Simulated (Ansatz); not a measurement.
MgBrF (1T monolayer (Janus)), computed twice by G0W0.

The cell holds 3 atoms: 1 Mg, 1 F and 1 Br. Cell: a = 3.414 Å, b = 3.414 Å, c = 28.000 Å, α = 90.0°, β = 90.0°, γ = 120.0°. Vacuum lies along c.

```xyz
3
Lattice="3.4138 0.0000 0.0000 -1.7069 2.9564 0.0000 0.0000 0.0000 28.0000" Properties=species:S:1:pos:R:3
Mg    0.0000    0.0000   14.4099
F     0.0000    1.9710   15.2123
Br    1.7069    0.9855   12.7877
```

The structure was relaxed with LDA. The runs that relaxed it are not among those shown. PAW set soft_2, made with PBE.

The first (Ansatz 0.2.0; start LDA, 3×3×1 mesh, 174 empty bands, screening to 42 eV; 4 threads of Arm Neoverse V1, shared host) gave, on its mesh: starting gap 2.47 eV, G0W0 gap 5.06 eV, mean of 1 + 4πα/V (set by the cell height) 1.41, 9.4 s.

**Question.** The second changes mesh from 3×3×1 to 6×6×1 and frequency model from contour deformation to plasmon pole. What does it give?

It gave: starting gap 2.51 eV, G0W0 gap 5.46 eV, mean of 1 + 4πα/V (set by the cell height) 1.31, 35 s. The G0W0 gap moves by +0.40 eV, +0.05 eV from the start and +0.36 eV from the correction. Σc changes by −0.32 eV at the valence top and +0.26 eV at the conduction bottom, and Σx − Vxc between them by −0.23 eV.

Limits: not at the basis limit; coarse mesh for a sheet; no spin-orbit coupling.

[Paths, hosts, dates, memory and timing lines, banners, echoed tables and standing remarks are left out of the program output.]

[Logs are printed without paths, hosts, clocks, repeated set-up lines and the standing remarks that a program may print on its own settings, such as how far it seeks lower states.]

[Runs of the session that timed out or met a known fault of the program may be left out.]

[Cells called generated may have been cut or substituted from an entry of the Crystallography Open Database or the Materials Project.]

[Hosts, paths, dates, database ids (printed as entryN), source tags and the programs' standing remarks are cut or masked in the printed files.]
